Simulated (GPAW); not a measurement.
# Surface energy and work function of Cr(110) from slabs of 3 to 12 layers (PBE)

How do energy and work function of Cr(110) films settle with thickness, and what surface energy follows?

Set-up. GPAW 26.7.0, plane waves at 450 eV with PAW setups; symmetric 1×1 slabs cut at the tabulated lattice constant (two decimals; low-temperature values for the alkali metals), atoms at bulk places, 7.5 Å of vacuum on each side, one in-plane mesh for all thicknesses, Fermi-Dirac smearing of 0.1 eV. Energies are extrapolated to zero smearing and count from the program's reference atoms. Functional PBE. The cell's area is 5.865 Å².

The runs, one held back:

```
layers  energy (eV)  work function (eV)
     3     −25.6649                4.85
     4     −35.0524                4.88
     5     −44.4122                4.85
     6     −53.7908                4.84
     7     −63.1535                4.84
     8     −72.5128                4.85
     9     −81.8796                4.83
    10     −91.2406                4.85
    11    −100.6053                4.85
    12            ?                   ?
```

Q: What surface energy do these runs give, and what energy and work function should the 12-layer slab have?

Worked answer. A slab of n layers has E(n) = nε + 2Aγ once its middle is bulk-like. A line through n = 6 to 11 has the slope ε = −9.3629 eV a layer and the intercept 2Aγ = 2.3873 eV (r.m.s. residual 1.4 meV). So γ = 2.3873 / (2 × 5.865 Å²) = 0.2035 eV/Å² = 3.26 J/m², with a standard error of under 0.01 J/m² from the scatter about the line. For 12 layers: 2.3873 + 12 × (−9.3629) = −109.967 eV; the run gives −109.968 eV, 1.1 meV under the line. The work function has no such law: from 6 to 11 layers it moves between 4.83 and 4.85 eV (mean 4.84), and the 12-layer slab gives 4.85 eV. The thinnest slab, 3 layers, lies +0.01 eV from that mean.

Caveats: The surfaces are unrelaxed, so γ is an upper bound for this functional and lattice constant. The tabulated lattice constant isn't the functional's own, which strains the slab a little. The runs had no spin polarisation.

[Logs are printed without paths, hosts, clocks, repeated set-up lines and the standing remarks that a program may print on its own settings, such as how far it seeks lower states.]
